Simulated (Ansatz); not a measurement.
**Ag wire along [110], 35 atoms a period: bands along the axis**

Wanted: the relaxed geometry and the bands of the Ag wire along [110], 35 atoms a period.

Main program and level: Ansatz 0.2.0; DFT PBE, plane waves, PAW; relaxation of a wire's period; PAW set soft_1, in the first sound run; inputs show where later runs differ.

### Step 1. Starting point

The cell holds 35 atoms: 35 Ag. Cell: a = 19.250 Å, b = 21.472 Å, c = 2.934 Å, α = 90.0°, β = 90.0°, γ = 90.0°. Vacuum lies along a and b. The structure's axis is c.

### Step 2. The relaxed wire

Band widths follow the bond lengths, so the wire is relaxed first. The atoms and the third cell vector are free; the box across stays fixed as vacuum. A Fermi-Dirac smearing is set since the result may be a metal. The pressure printed is a third of the stress's trace over the whole box, vacuum included; only the stress along the axis is relaxed.

The input, input.yaml:

```yaml
crystal:
  lattice:
    - [19.25, 0.0, 0.0]
    - [0.0, 21.472, 0.0]
    - [0.0, 0.0, 2.9344931419]
  atoms:
    - { symbol: Ag, position: [0.284415584, 0.636676881, 0.0] }
    - { symbol: Ag, position: [0.284415584, 0.500010845, 0.0] }
    - { symbol: Ag, position: [0.284415584, 0.773342918, 0.0] }
    - { symbol: Ag, position: [0.5, 0.636676881, 0.0] }
    - { symbol: Ag, position: [0.5, 0.500010845, 0.0] }
    - { symbol: Ag, position: [0.5, 0.773342918, 0.0] }
    - { symbol: Ag, position: [0.715584416, 0.636676881, 0.0] }
    - { symbol: Ag, position: [0.715584416, 0.500010845, 0.0] }
    - { symbol: Ag, position: [0.715584416, 0.773342918, 0.0] }
    - { symbol: Ag, position: [0.176623377, 0.295011789, 0.5] }
    - { symbol: Ag, position: [0.176623377, 0.431677826, 0.5] }
    - { symbol: Ag, position: [0.176623377, 0.568343863, 0.5] }
    - { symbol: Ag, position: [0.176623377, 0.7050099, 0.5] }
    - { symbol: Ag, position: [0.392207792, 0.158345753, 0.5] }
    - { symbol: Ag, position: [0.392207792, 0.295011789, 0.5] }
    - { symbol: Ag, position: [0.392207792, 0.431677826, 0.5] }
    - { symbol: Ag, position: [0.392207792, 0.568343863, 0.5] }
    - { symbol: Ag, position: [0.392207792, 0.7050099, 0.5] }
    - { symbol: Ag, position: [0.392207792, 0.841675937, 0.5] }
    - { symbol: Ag, position: [0.607792208, 0.158345753, 0.5] }
    - { symbol: Ag, position: [0.607792208, 0.295011789, 0.5] }
    - { symbol: Ag, position: [0.607792208, 0.431677826, 0.5] }
    - { symbol: Ag, position: [0.607792208, 0.568343863, 0.5] }
    - { symbol: Ag, position: [0.607792208, 0.7050099, 0.5] }
    - { symbol: Ag, position: [0.607792208, 0.841675937, 0.5] }
    - { symbol: Ag, position: [0.823376623, 0.295011789, 0.5] }
    - { symbol: Ag, position: [0.823376623, 0.431677826, 0.5] }
    - { symbol: Ag, position: [0.823376623, 0.568343863, 0.5] }
    - { symbol: Ag, position: [0.823376623, 0.7050099, 0.5] }
    - { symbol: Ag, position: [0.284415584, 0.363344808, 0.0] }
    - { symbol: Ag, position: [0.284415584, 0.226678771, 0.0] }
    - { symbol: Ag, position: [0.5, 0.363344808, 0.0] }
    - { symbol: Ag, position: [0.5, 0.226678771, 0.0] }
    - { symbol: Ag, position: [0.715584416, 0.363344808, 0.0] }
    - { symbol: Ag, position: [0.715584416, 0.226678771, 0.0] }
kpoints:
  mp_grid: { grid: [1, 1, 28] }
scf:
  occupations: { method: fermi_dirac, width: 0.05 }
hamiltonian:
  xc: pbe
  pseudopotentials: { kind: paw, azcp: { folder: soft_1 } }
relax:
  cell: { fix: [a, b, alpha, beta, gamma] }
  max_steps: 45
  f_tol: 0.03
```

Command:

```sh
$ ansatz run input.yaml --threads 16 --pin off --max-ram 61440MiB --backend cuda --events-out ev --progress --plain --runs-dir out --max-vram 78GiB
```

Numbers of over 12 decimals in the logs are rounded to 6 here.

Output:

```text
Engine: ansatz 0.2.0, aarch64-unknown-linux-gnu
Pseudopotentials: kind: paw
Pseudopotential: Ag, paw, valence charge 19, recommended cutoff 420 eV (normal), soft_1/Ag.paw.azcp
Functional definition: PBE
  parameter kappa = 0.804
  parameter beta = 0.066725
  exchange = pbe_x(kappa = kappa, mu = beta*pi^2/3)
  correlation = pbe_c(beta = beta)
[...]
Crystal: 35 atoms, lattice volume = 1212.932 Å³
Basis set: ecut = 420 eV, 23595 PW (Γ), exchange–correlation on 270×288×40 points (8 copies of the dense FFT grid, shifted against one another)
Bands: 399, of which v1, the nominal top of the filled ones, is band 333 counted from 1 (332 counted from 0)
Symmetry: 8 space group operations
Space group: Pmmm (ITA 47), of the structure as read, at distance tolerance 1.1e-4 Å
k-points: 15 of 28
Non-local potential: Ag, projectors of the file, l = 0: 3, l = 1: 2, l = 2: 2, l = 3: 1
PAW form: soft (Blöchl's): semilocal exchange-correlation on the pseudo side does not see the compensation charge
PAW one-centre angular grid: Ag, 590 points (default); XC on 64 Gauss nodes
Initial density: superposition of atomic densities (neutral atoms: chi_scale 0, normalization atom)
Initial wavefunctions: pseudopotential atomic-orbital guess
[...]
Functional: x = pbe(κ = 0.804, μ = 0.219515), c = pbe(β = 0.066725)
SCF iter   1: F=—  HF=-265669.905913 eV  |F-HF|=—  |Δ(HF+E_count)|=         —  Δρ=4.19e-2  dr2=2.70e1  ethr=3.10e-3  ⟨swp⟩=6.1  Hψ=22293  notcnv=0  defer=197
preconditioner: auto → LDOS  [metal: Δε(μ)=0.030 eV  Ē_g=8.503 eV  σ=0.050 eV  W_gap=0.15  n_scr=308 (ndim 8)  ℏωp=20.9 eV  f_vac=0.436  D(μ)=9.32/eV (n_scr^D=46)  β→1.0]
SCF iter   2: F=—  HF=-265676.586970 eV  |F-HF|=—  |Δ(HF+E_count)|=    6.68e0  Δρ=6.37e-2  dr2=4.40e1  ethr=3.10e-3  ⟨swp⟩=2.7  Hψ=12844  notcnv=0  defer=768
[...]
SCF iter  10: F=-265663.171154 eV  HF=-265663.171154 eV  |F-HF|=3.41e-8  |Δ(HF+E_count)|=   1.61e-7  Δρ=2.57e-6  dr2=4.98e-8  ethr=1.50e-11  ⟨swp⟩=2.9  Hψ=22837  notcnv=0
SCF 1 converged in 10 iterations: F = -265663.171154 eV  dr2 = 4.98e-8
  greatest PAW one-centre occupation: 1.001 electrons in one spin orbital (limit 2), on the Ag atom at site 4 (counted from 0), in its partial waves of l = 0
relax step   1: F+E_penalty+E_count = -265663.17115365 eV  Δ(F+E_penalty+E_count) = +0.000e0 eV  max|allowed force component| = 3.205e-1 eV/Å  Δτ_max = 0.0000 Å  P = -1.086 GPa  Ω = 1212.932 Å³  fix = [a, b, alpha, beta, gamma]  reactions: a -0.877, b -1.097 GPa  (10 SCF iters, dr2 threshold 1.00e-7 eV, accepted)
[...]
Crystal: 35 atoms, lattice volume = 1190.372 Å³
Basis set: ecut = 420 eV, 23235 PW (Γ), exchange–correlation on 270×288×40 points (8 copies of the dense FFT grid, shifted against one another)
[...]
iter 1 solved again at ethr=4.70e-5 eV; its pass at ethr=3.10e-3 eV (dr2=3.13e-1 eV) is discarded
SCF iter   1: F=—  HF=-265663.397547 eV  |F-HF|=—  |Δ(HF+E_count)|=         —  Δρ=4.92e-3  dr2=3.13e-1  ethr=4.70e-5  ⟨swp⟩=3.3  Hψ=30612  notcnv=0
preconditioner: auto → LDOS  [metal: Δε(μ)=0.009 eV  Ē_g=9.012 eV  σ=0.050 eV  W_gap=0.05  n_scr=300 (ndim 8)  ℏωp=21.1 eV  f_vac=0.446  D(μ)=10.53/eV (n_scr^D=50)  β→1.0]
SCF iter   2: F=—  HF=-265663.448673 eV  |F-HF|=—  |Δ(HF+E_count)|=   5.11e-2  Δρ=6.14e-3  dr2=5.01e-1  ethr=4.70e-5  ⟨swp⟩=2.7  Hψ=11765  notcnv=0
[...]
SCF iter   7: F=-265663.323217 eV  HF=-265663.323217 eV  |F-HF|=5.13e-8  |Δ(HF+E_count)|=   5.94e-7  Δρ=6.58e-6  dr2=5.69e-7  ethr=5.26e-10  ⟨swp⟩=4.0  Hψ=18389  notcnv=0
SCF 2 converged in 7 iterations: F = -265663.323217 eV  dr2 = 5.69e-7
relax step   2: F+E_penalty+E_count = -265663.32321699 eV  Δ(F+E_penalty+E_count) = -1.521e-1 eV  max|allowed force component| = 1.393e-1 eV/Å  Δτ_max = 0.1837 Å  P = +0.918 GPa  Ω = 1190.372 Å³  energy of the carried Pulay correction = +5.424e-3 eV  fix = [a, b, alpha, beta, gamma]  reactions: a +0.956, b +0.877 GPa  (7 SCF iters, dr2 threshold 3.50e-6 eV, accepted)
[...]
Crystal: 35 atoms, lattice volume = 1197.461 Å³
[...]
iter 1 solved again at ethr=1.11e-5 eV; its pass at ethr=3.10e-3 eV (dr2=7.38e-2 eV) is discarded
[...]
SCF 3 converged in 6 iterations: F = -265663.396750 eV  dr2 = 2.06e-6
relax step   3: F+E_penalty+E_count = -265663.39674965 eV  Δ(F+E_penalty+E_count) = -7.353e-2 eV  max|allowed force component| = 2.544e-2 eV/Å  Δτ_max = 0.0647 Å  P = -0.039 GPa  Ω = 1197.461 Å³  energy of the carried Pulay correction = +3.709e-3 eV  fix = [a, b, alpha, beta, gamma]  reactions: a +0.003, b -0.054 GPa  (6 SCF iters, dr2 threshold 2.12e-6 eV, accepted)
[...]
SCF 4 converged in 8 iterations: F = -265663.399436 eV  dr2 = 2.33e-9
relax step   4: F+E_penalty+E_count = -265663.39943629 eV  Δ(F+E_penalty+E_count) = -2.687e-3 eV  max|allowed force component| = 7.813e-3 eV/Å  Δτ_max = 0.0259 Å  P = -0.001 GPa  Ω = 1195.989 Å³  energy of the carried Pulay correction = +4.064e-3 eV  fix = [a, b, alpha, beta, gamma]  reactions: a +0.001, b +0.010 GPa  (8 SCF iters, dr2 threshold 1.08e-8 eV, accepted)
[...]
SCF 5 converged in 6 iterations: F = -265663.395091 eV  dr2 = 6.35e-11
relax step   5: F+E_penalty+E_count = -265663.39509147 eV  Δ(F+E_penalty+E_count) = +4.345e-3 eV  max|allowed force component| = 7.836e-3 eV/Å  Δτ_max = 0.0000 Å  P = +0.002 GPa  Ω = 1195.989 Å³  fix = [a, b, alpha, beta, gamma]  reactions: a +0.003, b +0.013 GPa  stress off target by 1.06e-2 GPa on what of the cell is left free  SCF on the basis re-selected at this cell (its energy is not comparable with the rows above)  (6 SCF iters)
[...]
SCF converged after 6 iterations
[...]
--- Relaxed structure (4 steps of the walk, 4 accepted, 1 SCFs on fresh bases) ---
  F+E_penalty+E_count = -265663.39509147 eV   max|allowed force component| = 7.836e-3 eV/Å   (the final SCF, on the basis selected at the relaxed cell)
  cell:  # Å, volume = 1195.9885 Å³
    - [19.25, 0, 0]
    - [0, 21.472, 0]
    - [0, 0, 2.893502]
  atoms:
    - { symbol: Ag, position: [0.283004, 0.634606, 5.141426927264737e-19] }
    - { symbol: Ag, position: [0.281724, 0.5000108446, 9.801762932228303e-19] }
    - { symbol: Ag, position: [0.281465, 0.771089, 1.0743062614172043e-18] }
    - { symbol: Ag, position: [0.500000, 0.635413, 0] }
    - { symbol: Ag, position: [0.500000, 0.5000108446, 0] }
    - { symbol: Ag, position: [0.500000, 0.774280, 0] }
    - { symbol: Ag, position: [0.716996, 0.634606, -5.141426927264726e-19] }
    - { symbol: Ag, position: [0.718276, 0.5000108446, -9.801762932228301e-19] }
    - { symbol: Ag, position: [0.718535, 0.771089, -1.0743062614171994e-18] }
    - { symbol: Ag, position: [0.178386, 0.299101, 0.500000] }
    - { symbol: Ag, position: [0.174160, 0.433115, 0.500000] }
    - { symbol: Ag, position: [0.174160, 0.566907, 0.500000] }
    - { symbol: Ag, position: [0.178386, 0.700921, 0.500000] }
    - { symbol: Ag, position: [0.389321, 0.165640, 0.500000] }
    - { symbol: Ag, position: [0.392464, 0.297711, 0.500000] }
    - { symbol: Ag, position: [0.391122, 0.432583, 0.500000] }
    - { symbol: Ag, position: [0.391122, 0.567439, 0.500000] }
    - { symbol: Ag, position: [0.392464, 0.702311, 0.500000] }
    - { symbol: Ag, position: [0.389321, 0.834382, 0.500000] }
    - { symbol: Ag, position: [0.610679, 0.165640, 0.500000] }
    - { symbol: Ag, position: [0.607536, 0.297711, 0.500000] }
    - { symbol: Ag, position: [0.608878, 0.432583, 0.500000] }
    - { symbol: Ag, position: [0.608878, 0.567439, 0.500000] }
    - { symbol: Ag, position: [0.607536, 0.702311, 0.500000] }
    - { symbol: Ag, position: [0.610679, 0.834382, 0.500000] }
    - { symbol: Ag, position: [0.821614, 0.299101, 0.500000] }
    - { symbol: Ag, position: [0.825840, 0.433115, 0.500000] }
    - { symbol: Ag, position: [0.825840, 0.566907, 0.500000] }
    - { symbol: Ag, position: [0.821614, 0.700921, 0.500000] }
    - { symbol: Ag, position: [0.283004, 0.365415, 5.141426927264729e-19] }
    - { symbol: Ag, position: [0.281465, 0.228933, 1.0743062614171996e-18] }
    - { symbol: Ag, position: [0.500000, 0.364609, 0] }
    - { symbol: Ag, position: [0.500000, 0.225742, 0] }
    - { symbol: Ag, position: [0.716996, 0.365415, -5.141426927264733e-19] }
    - { symbol: Ag, position: [0.718535, 0.228933, -1.074306261417204e-18] }
```

Run time: 11 s. Hardware: 1 × NVIDIA GB200 with 16 threads of Arm Neoverse V2, shared host; peak memory 1.6 GiB.

The steps of the relaxation:

| step | energy less that of the first step (eV) | largest force component (eV/Å) | pressure (GPa) | volume (Å³) |
| --- | --- | --- | --- | --- |
| 1 | 0.0000 | 0.3205 | -1.09 | 1212.93 |
| 2 | -0.1521 | 0.1393 | 0.92 | 1190.37 |
| 3 | -0.2256 | 0.0254 | -0.04 | 1197.46 |
| 4 | -0.2283 | 0.0078 | 0.00 | 1195.99 |
| 5 | -0.2239 | 0.0078 | 0.00 | 1195.99 |

The log counts 1 steps on a newly chosen plane-wave basis, not all of them marked here; energy and pressure can jump at such steps.

Forces are held to the 8 operations that the run works with; a distortion that breaks them can't arise in this run.

| cell as run | before | after | change |
| --- | --- | --- | --- |
| c (Å) | 2.934 | 2.894 | -1.4 % |

The atoms that moved most (Å, along periodic axes as changes of fractional coordinates times the final cell, across vacuum about the mean position):

| atom | dx | dy | dz | length |
| --- | --- | --- | --- | --- |
| Ag19 | -0.056 | -0.157 | 0.000 | 0.166 |
| Ag25 | 0.056 | -0.157 | 0.000 | 0.166 |
| Ag14 | -0.056 | 0.157 | 0.000 | 0.166 |
| Ag20 | 0.056 | 0.157 | 0.000 | 0.166 |
| Ag26 | -0.034 | 0.088 | 0.000 | 0.094 |
| Ag10 | 0.034 | 0.088 | 0.000 | 0.094 |
| Ag29 | -0.034 | -0.088 | 0.000 | 0.094 |
| Ag13 | 0.034 | -0.088 | 0.000 | 0.094 |

Numbers from this step:

```
energy at zero smearing    : -265663.3518 eV
cell length along the wire : 2.894 Å
```

The cell's length comes to 2.894 Å with spin left out.

### Step 3. Bands of the perfect wire

This step: DFT PBE, plane waves, PAW; bands of a perfect wire; PAW set soft_1 (Ansatz 0.2.0).

At the relaxed period the bands are computed along the axis; those that cross an energy going forward count the channels that a perfect wire would open there.

The input, input.yaml:

```yaml
crystal:
  lattice:
    - [19.25, 0.0, 0.0]
    - [0.0, 21.472, 0.0]
    - [0.0, 0.0, 2.893501935]
  atoms:
    - { symbol: Ag, position: [0.283003678, 0.634606349, 0.0] }
    - { symbol: Ag, position: [0.281723886, 0.500010845, 0.0] }
    - { symbol: Ag, position: [0.281465392, 0.7710889, 0.0] }
    - { symbol: Ag, position: [0.5, 0.635413144, 0.0] }
    - { symbol: Ag, position: [0.5, 0.500010845, 0.0] }
    - { symbol: Ag, position: [0.5, 0.774279597, 0.0] }
    - { symbol: Ag, position: [0.716996322, 0.634606349, 0.0] }
    - { symbol: Ag, position: [0.718276114, 0.500010845, 0.0] }
    - { symbol: Ag, position: [0.718534608, 0.7710889, 0.0] }
    - { symbol: Ag, position: [0.178385517, 0.29910052, 0.5] }
    - { symbol: Ag, position: [0.174159556, 0.433114932, 0.5] }
    - { symbol: Ag, position: [0.174159556, 0.566906757, 0.5] }
    - { symbol: Ag, position: [0.178385517, 0.700921169, 0.5] }
    - { symbol: Ag, position: [0.389321465, 0.165640053, 0.5] }
    - { symbol: Ag, position: [0.392464343, 0.297711051, 0.5] }
    - { symbol: Ag, position: [0.39112215, 0.432583, 0.5] }
    - { symbol: Ag, position: [0.39112215, 0.56743869, 0.5] }
    - { symbol: Ag, position: [0.392464343, 0.702310638, 0.5] }
    - { symbol: Ag, position: [0.389321465, 0.834381636, 0.5] }
    - { symbol: Ag, position: [0.610678535, 0.165640053, 0.5] }
    - { symbol: Ag, position: [0.607535657, 0.297711051, 0.5] }
    - { symbol: Ag, position: [0.60887785, 0.432583, 0.5] }
    - { symbol: Ag, position: [0.60887785, 0.56743869, 0.5] }
    - { symbol: Ag, position: [0.607535657, 0.702310638, 0.5] }
    - { symbol: Ag, position: [0.610678535, 0.834381636, 0.5] }
    - { symbol: Ag, position: [0.821614483, 0.29910052, 0.5] }
    - { symbol: Ag, position: [0.825840444, 0.433114932, 0.5] }
    - { symbol: Ag, position: [0.825840444, 0.566906757, 0.5] }
    - { symbol: Ag, position: [0.821614483, 0.700921169, 0.5] }
    - { symbol: Ag, position: [0.283003678, 0.36541534, 0.0] }
    - { symbol: Ag, position: [0.281465392, 0.22893279, 0.0] }
    - { symbol: Ag, position: [0.5, 0.364608545, 0.0] }
    - { symbol: Ag, position: [0.5, 0.225742092, 0.0] }
    - { symbol: Ag, position: [0.716996322, 0.36541534, 0.0] }
    - { symbol: Ag, position: [0.718534608, 0.22893279, 0.0] }
kpoints:
  mp_grid: { grid: [1, 1, 28] }
  band_path: { path: ["Γ", Z], npoints: 90 }
scf:
  occupations: { method: fermi_dirac, width: 0.05 }
hamiltonian:
  xc: pbe
  pseudopotentials: { kind: paw, azcp: { folder: soft_1 } }
output:
  dos: { e_range: [-5, 4] }
  write_potential: true
  write_density: true
  volumetric_format: npy
```

Output:

```text
[...]
Crystal: 35 atoms, lattice volume = 1195.989 Å³
Basis set: ecut = 420 eV, 23347 PW (Γ)
Bands: 399, of which v1, the nominal top of the filled ones, is band 333 counted from 1 (332 counted from 0)
Symmetry: 8 space group operations
[...]
k-points: 15 of 28
[...]
SCF iter   1: F=—  HF=-265670.365675 eV  |F-HF|=—  |Δ(HF+E_count)|=         —  Δρ=4.32e-2  dr2=2.75e1  ethr=3.10e-3  ⟨swp⟩=6.1  Hψ=22289  notcnv=0  defer=206
[...]
SCF iter   6: F=—  HF=-265663.395867 eV  |F-HF|=—  |Δ(HF+E_count)|=   8.87e-3  Δρ=1.33e-4  dr2=2.90e-4  ethr=7.73e-7  ⟨swp⟩=2.0  Hψ=8128  notcnv=0  defer=773
[...]
SCF iter   8: F=—  HF=-265663.395267 eV  |F-HF|=—  |Δ(HF+E_count)|=   1.87e-2  Δρ=1.42e-5  dr2=2.62e-6  ethr=1.02e-8  ⟨swp⟩=2.0  Hψ=8159  notcnv=0  defer=773
[...]
SCF iter  10: F=-265663.395268 eV  HF=-265663.395268 eV  |F-HF|=1.70e-8  |Δ(HF+E_count)|=   2.32e-7  Δρ=2.28e-6  dr2=4.19e-8  ethr=1.50e-11  ⟨swp⟩=11.0  Hψ=29191  notcnv=0
SCF 1 converged in 10 iterations: F = -265663.395268 eV  dr2 = 4.19e-8
[...]
NSCF: frozen V_eff on 91 k-points
[...]
SCF converged after 10 iterations
[...]
```

The job ended after 13 s (1 × NVIDIA GB200 with 16 threads; peak memory 3.7 GiB; 2 min of CPU time).

This step gave:

```
energy at zero smearing : -265663.3520 eV
band gap                : 0 eV
```

Electronic bands along the path, in eV, zero at the Fermi level; # counts the bands kept:

| point | #51 | #52 | #53 | #54 | #55 | #56 | #57 | #58 |
| --- | --- | --- | --- | --- | --- | --- | --- | --- |
| Γ | -2.25 | -2.13 | -2.12 | -1.52 | -1.40 | -1.27 | -1.01 | -0.91 |
| halfway | -0.97 | -0.67 | -0.61 | -0.08 | 0.02 | 0.18 | 0.31 | 0.46 |
| Z | 1.02 | 1.10 | 1.11 | 1.11 | 1.21 | 1.33 | 1.59 | 1.81 |

Between Γ and Z the bands cross the Fermi level 23 times, so a perfect wire would conduct at least 23 G₀, with spin left out.

### Step 4. What came out

```yaml
cell_length_pbe: 2.894 Å
ballistic_conductance_by_band_crossings_a_lower_bound_pbe: 23 G₀
```

**Reading.** Under PBE the cell's length is 2.89 Å, and the bands cross the Fermi level 23 times between Γ and Z, which gives a perfect wire at least 23 G₀ (opposite crossings within one step of the path cancel in such a count).

[Logs are printed without paths, hosts, clocks, repeated set-up lines and the standing remarks that a program may print on its own settings, such as how far it seeks lower states.]

[Hosts, paths, dates, database ids (printed as entryN), source tags and the programs' standing remarks are cut or masked in the printed files.]
